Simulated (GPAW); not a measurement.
**STM contrast on W2CO2 MXene monolayer**

Wanted: filled- and empty-state images of W2CO2 MXene monolayer, with its work function.

Method: GPAW, PAW setups; layer in a repeated cell with vacuum, relaxation of atoms and in-plane cell, in the first sound run; inputs show where later runs differ, in GPAW 26.7.0.

### 1. Starting point

The cell holds 5 atoms: 2 O, 2 W and 1 C. Its edges and angles: a = 3.125 Å, b = 3.125 Å, c = 18.684 Å, α = 90.0°, β = 90.0°, γ = 120.0°. Vacuum lies along c.

### 2. Relaxing the atoms

The atoms are relaxed first, since the surface dipole, and with it the work function, follows the positions of the outer layers.

run.py

```python
import json
import numpy as np
from ase import Atoms
from ase.filters import FrechetCellFilter
from ase.optimize import BFGS
from gpaw import GPAW, PW

slab = Atoms(
    ['O', 'W', 'C', 'W', 'O'],
    positions=[
        [-0.00000, 1.80446, 7.00000],
        [1.56270, 0.90223, 8.10899],
        [0.00000, 0.00000, 9.34220],
        [-0.00000, 1.80446, 10.57540],
        [1.56270, 0.90223, 11.68439]],
    cell=[[3.12541, 0.0, 0.0], [-1.5627, 2.70668, 0.0], [0.0, 0.0, 18.6844]],
    pbc=[True, True, True])

slab.calc = GPAW(mode=PW(600), xc='PBE', kpts={'size': (12, 12, 1), 'gamma': True},
                 occupations={'name': 'fermi-dirac', 'width': 0.05}, nbands='160%',
                 convergence={'density': 1e-05}, maxiter=200,
                 symmetry={'tolerance': 1e-3}, txt='slab.txt')
result = {}
# The in-plane cell is free; stress needs a cell that repeats along all three vectors
path = []
opt = BFGS(FrechetCellFilter(slab, mask=[1, 1, 0, 0, 0, 1]), maxstep=0.2)
opt.attach(lambda: path.append((slab.get_potential_energy(), slab.positions.tolist(), slab.get_forces().tolist())))
result['relaxed'] = bool(opt.run(fmax=0.02, steps=45))
result['path'] = path
result['cell'] = slab.cell.tolist()
print('in-plane lattice', slab.cell.cellpar().round(4)[[0, 1, 5]])
energy = slab.get_potential_energy()
fermi = slab.calc.get_fermi_level()
v = slab.calc.get_electrostatic_potential().mean((0, 1)) - fermi
n = slab.calc.get_pseudo_density().mean((0, 1))
L = slab.cell[2, 2]
z = np.arange(len(v)) * L / len(v)
low, high = slab.positions[:, 2].min(), slab.positions[:, 2].max()
below, above = np.interp([low - 4.8, high + 4.8], z, v)
slopes = [np.interp(x, z, np.gradient(v, z)) for x in (low - 4.8, high + 4.8)]
eps = np.array([[slab.calc.get_eigenvalues(k, s) for k in range(len(slab.calc.get_ibz_k_points()))]
                for s in range(slab.calc.get_number_of_spins())]) - fermi
top, bottom = eps[eps < 0].max(), eps[eps > 0].min()
dipole = slab.get_dipole_moment()[2]
print(f'energy {energy:.4f} eV, Fermi level {fermi:.4f} eV, dipole {dipole:.5f} e A')
print(f'potential 4.8 A off the faces, from the Fermi level: lower {below:.4f} eV, upper {above:.4f} eV')
print(f'slope of the potential there: lower {slopes[0]:.5f}, upper {slopes[1]:.5f} eV/A')
print(f'nearest levels on the mesh: {top:.4f} and {bottom:.4f} eV')
print('magnetic moment', round(slab.get_magnetic_moment(), 3))
result.update(energy=energy, fermi=fermi, dipole=dipole, below=below, above=above, slopes=slopes, edges=[top, bottom],
              z=z.tolist(), v=v.tolist(), n=n.tolist(), positions=slab.positions.tolist(),
              forces=slab.get_forces(apply_constraint=False).tolist(), moments=slab.get_magnetic_moments().tolist())
json.dump(result, open('result.json', 'w'))
```

On the command line:

```bash
$ OMP_NUM_THREADS=1 OPENBLAS_NUM_THREADS=1 python run.py
```

Output:

```text
Step          Energy          fmax
BFGS:    0      -46.527354        2.442885
BFGS:    1      -46.710958        1.968666
BFGS:    2      -46.541955        4.526076
BFGS:    3      -46.912081        0.601038
BFGS:    4      -46.935100        0.558323
BFGS:    5      -46.946727        0.331352
BFGS:    6      -46.950797        0.170951
BFGS:    7      -46.954859        0.176858
BFGS:    8      -46.958853        0.146186
BFGS:    9      -46.966937        0.156540
BFGS:   10      -46.969869        0.075712
BFGS:   11      -46.970637        0.011402
in-plane lattice [  3.095   3.095 120.   ]
energy -46.9651 eV, Fermi level 0.4128 eV, dipole -0.00006 e A
potential 4.8 A off the faces, from the Fermi level: lower 5.8046 eV, upper 5.8053 eV
slope of the potential there: lower -0.00059, upper 0.00028 eV/A
nearest levels on the mesh: -0.2234 and 0.0333 eV
magnetic moment 0.0
```

Elapsed: 15 min, on 1 thread of Arm Neoverse V1, shared host; peak memory 0.47 GiB.

This step gave:

```yaml
dipole_along_the_normal: -5.93e-5 e·Å
levels_nearest_the_fermi_level_on_the_mesh: -0.2234, 0.03325 eV from the Fermi level
```

Table of electrostatic potential energy of an electron (without an applied field's), less the Fermi level, planar mean by z:

z (Å), electrostatic potential energy of an electron (without an applied field's), less the Fermi level, planar mean (eV) and a bar from the least value:
```
      0.0        5.8 ##############################
      0.5        5.8 ##############################
      1.0        5.8 ##############################
      1.5        5.8 ##############################
      2.0        5.8 ##############################
      2.5        5.8 ##############################
      3.0        5.8 ##############################
      3.5        5.8 ##############################
      4.0        5.8 ##############################
      4.5        5.8 ##############################
      5.0        5.8 ##############################
      5.5        5.7 ##############################
      6.0        5.3 ##############################
      6.5        2.8 ###########################
      7.0       -9.8 ################
      7.5      -10.7 ###############
      8.0      -23.3 ###
      8.5      -22.8 ###
      9.0      -12.9 #############
      9.5      -14.4 ###########
     10.0      -17.6 ########
     10.5      -26.6 
     11.0      -13.9 ############
     11.5      -11.9 ##############
     12.0       -0.3 ########################
     12.5        4.9 #############################
     13.0        5.7 ##############################
     13.5        5.8 ##############################
     14.0        5.8 ##############################
     14.5        5.8 ##############################
     15.0        5.8 ##############################
     15.5        5.8 ##############################
     16.0        5.8 ##############################
     16.5        5.8 ##############################
     17.0        5.8 ##############################
     17.5        5.8 ##############################
     18.0        5.8 ##############################
     18.5        5.8 ##############################
```

The pseudo valence density, planar mean oscillates, so the rows of the table below give means over windows of 1.21 Å about each position, cut where the curve ends. Its maxima inside the range that stand out by 2 % of the span (Å: e/Å³): 7.1: 0.925, 8.3: 1.58, 10.4: 1.58, 11.6: 0.925. Its minima: 7.6: 0.731, 9.3: 0.697, 11.1: 0.731.

The pseudo valence density, planar mean by z; means over each step:

z (Å), pseudo valence density, planar mean (e/Å³) and a bar:
```
     4.23       0.00 
     5.45       0.01 
     6.65       0.47 ############
     7.87       1.11 #############################
     9.07       0.80 #####################
    10.29       1.16 ##############################
    11.50       0.76 ###################
    12.71       0.07 ##
    13.91       0.00 
    15.12       0.00
```

The relaxation lowered the energy of the cell by 0.453 eV (energies extrapolated to zero smearing; the optimiser's log prints free energies). The largest force left on a free atom is 0.011 eV/Å.

### 3. Plane waves, PBE

The work function is the vacuum plateau of the electrostatic potential less the Fermi level; a dipole layer lets the two faces have plateaus of their own.

This step: GPAW, PAW setups; slab in vacuum (GPAW 26.7.0).

The cell differs from the one that the last finished run ended in (c 18.684 → 18.502 Å).

run.py

```python
import json
import numpy as np
from ase import Atoms
from ase.dft.stm import STM
from gpaw import GPAW, PW

slab = Atoms(
    ['O', 'W', 'C', 'W', 'O'],
    positions=[
        [0.00000, 1.78692, 7.00000],
        [1.54751, 0.89346, 8.14105],
        [0.00000, 0.00000, 9.25097],
        [0.00000, 1.78692, 10.36087],
        [1.54751, 0.89346, 11.50192]],
    cell=[[3.09503, 0.0, 0.0], [-1.54751, 2.68037, 0.0], [0.0, 0.0, 18.5019]],
    pbc=[True, True, False])

slab.calc = GPAW(mode=PW(500), xc='PBE', kpts={'size': (12, 12, 1), 'gamma': True},
                 occupations={'name': 'fermi-dirac', 'width': 0.05}, nbands='160%',
                 convergence={'density': 1e-05}, maxiter=200,
                 poissonsolver={'dipolelayer': 'xy'},
                 symmetry={'tolerance': 1e-3}, txt='slab.txt')
result = {}
energy = slab.get_potential_energy()
fermi = slab.calc.get_fermi_level()
v = slab.calc.get_electrostatic_potential().mean((0, 1)) - fermi
n = slab.calc.get_pseudo_density().mean((0, 1))
L = slab.cell[2, 2]
z = np.arange(len(v)) * L / len(v)
low, high = slab.positions[:, 2].min(), slab.positions[:, 2].max()
below, above = np.interp([low - 4.8, high + 4.8], z, v)
slopes = [np.interp(x, z, np.gradient(v, z)) for x in (low - 4.8, high + 4.8)]
eps = np.array([[slab.calc.get_eigenvalues(k, s) for k in range(len(slab.calc.get_ibz_k_points()))]
                for s in range(slab.calc.get_number_of_spins())]) - fermi
top, bottom = eps[eps < 0].max(), eps[eps > 0].min()
dipole = slab.get_dipole_moment()[2]
print(f'energy {energy:.4f} eV, Fermi level {fermi:.4f} eV, dipole {dipole:.5f} e A')
print(f'potential 4.8 A off the faces, from the Fermi level: lower {below:.4f} eV, upper {above:.4f} eV')
print(f'slope of the potential there: lower {slopes[0]:.5f}, upper {slopes[1]:.5f} eV/A')
print(f'nearest levels on the mesh: {top:.4f} and {bottom:.4f} eV')
print('magnetic moment', round(slab.get_magnetic_moment(), 3))
result.update(energy=energy, fermi=fermi, dipole=dipole, below=below, above=above, slopes=slopes, edges=[top, bottom],
              z=z.tolist(), v=v.tolist(), n=n.tolist(), positions=slab.positions.tolist(),
              forces=slab.get_forces(apply_constraint=False).tolist(), moments=slab.get_magnetic_moments().tolist())

# Images need the states of the whole zone, up to time reversal
slab.calc = slab.calc.fixed_density(symmetry={'point_group': False}, txt='states.txt', nbands='220%',
                                    convergence={'bands': 'CBM+0.8'})
stm = STM(slab)
result['stm'] = []
for bias in [-0.5, 0.5]:
    height = high + 3.0
    current = stm.get_averaged_current(bias, height)
    x, y, h = stm.scan(bias, current)
    i, f = divmod(height / L * stm.ldos.shape[2], 1)
    I = abs((1 - f) * stm.ldos[:, :, int(i)] + f * stm.ldos[:, :, int(i) + 1])
    print(f'bias {bias} V: mean current at 3.0 A {current:.4e}, corrugation {np.ptp(h):.4f} A')
    result['stm'].append(dict(bias=bias, current=current, h=(h - high).tolist(), I=I.tolist()))
json.dump(result, open('result.json', 'w'))
```

Output:

```text
energy -46.2781 eV, Fermi level 0.4795 eV, dipole 0.00041 e A
potential 4.8 A off the faces, from the Fermi level: lower 5.8044 eV, upper 5.7970 eV
slope of the potential there: lower 0.00002, upper -0.00002 eV/A
nearest levels on the mesh: -0.2230 and 0.0332 eV
magnetic moment 0.0
bias -0.5 V: mean current at 3.0 A 1.7106e-06, corrugation 0.2905 A
bias 0.5 V: mean current at 3.0 A 1.9148e-06, corrugation 0.2271 A
```

It took 3.8 min on 1 thread; peak memory 0.58 GiB.

This step gave:

```yaml
dipole_along_the_normal: 4.12e-4 e·Å
levels_nearest_the_fermi_level_on_the_mesh: -0.2230, 0.03319 eV from the Fermi level
upper_work_function: 5.797 eV
lower_work_function: 5.804 eV
corrugation_minus_0p5: 0.2905 Å
corrugation_0p5: 0.2271 Å
```

Table of electrostatic potential energy of an electron (without an applied field's), less the Fermi level, planar mean by z:

```
z (Å)  electrostatic potential energy of an electron (without an applied field's), less the Fermi level, planar mean (eV)
    0                                                                                                                5.80
    1                                                                                                                5.80
    2                                                                                                                5.80
    3                                                                                                                5.80
    4                                                                                                                5.80
    5                                                                                                                5.78
    6                                                                                                                5.14
    7                                                                                                               -11.4
    8                                                                                                               -25.4
    9                                                                                                               -13.4
   10                                                                                                               -20.2
   11                                                                                                               -11.9
   12                                                                                                                1.43
   13                                                                                                                5.69
   14                                                                                                                5.79
   15                                                                                                                5.80
   16                                                                                                                5.80
   17                                                                                                                5.80
   18                                                                                                                5.80
```

The pseudo valence density, planar mean oscillates, so the rows of the table below give means over windows of 0.96 Å about each position, cut where the curve ends. Its maxima inside the range that stand out by 2 % of the span (Å: e/Å³): 7.13: 0.904, 8.09: 1.59, 10.41: 1.59, 11.37: 0.904. Its minima: 7.52: 0.731, 9.25: 0.697, 10.99: 0.731.

Pseudo valence density, planar mean against z; means over each step:

```
z (Å)  pseudo valence density, planar mean (e/Å³)
 3.36                                      8.5e-6
 4.32                                      1.9e-4
 5.28                                     0.00578
 6.24                                       0.207
 7.20                                       0.815
 8.16                                        1.26
 9.12                                       0.726
10.08                                        1.17
11.04                                       0.905
12.00                                       0.411
12.96                                      0.0161
13.92                                      4.8e-4
14.88                                      1.9e-5
```

(Continued in part 2 of 2.)

[Logs are printed without paths, hosts, clocks, repeated set-up lines and the standing remarks that a program may print on its own settings, such as how far it seeks lower states.]

[Hosts, paths, dates, database ids (printed as entryN), source tags and the programs' standing remarks are cut or masked in the printed files.]
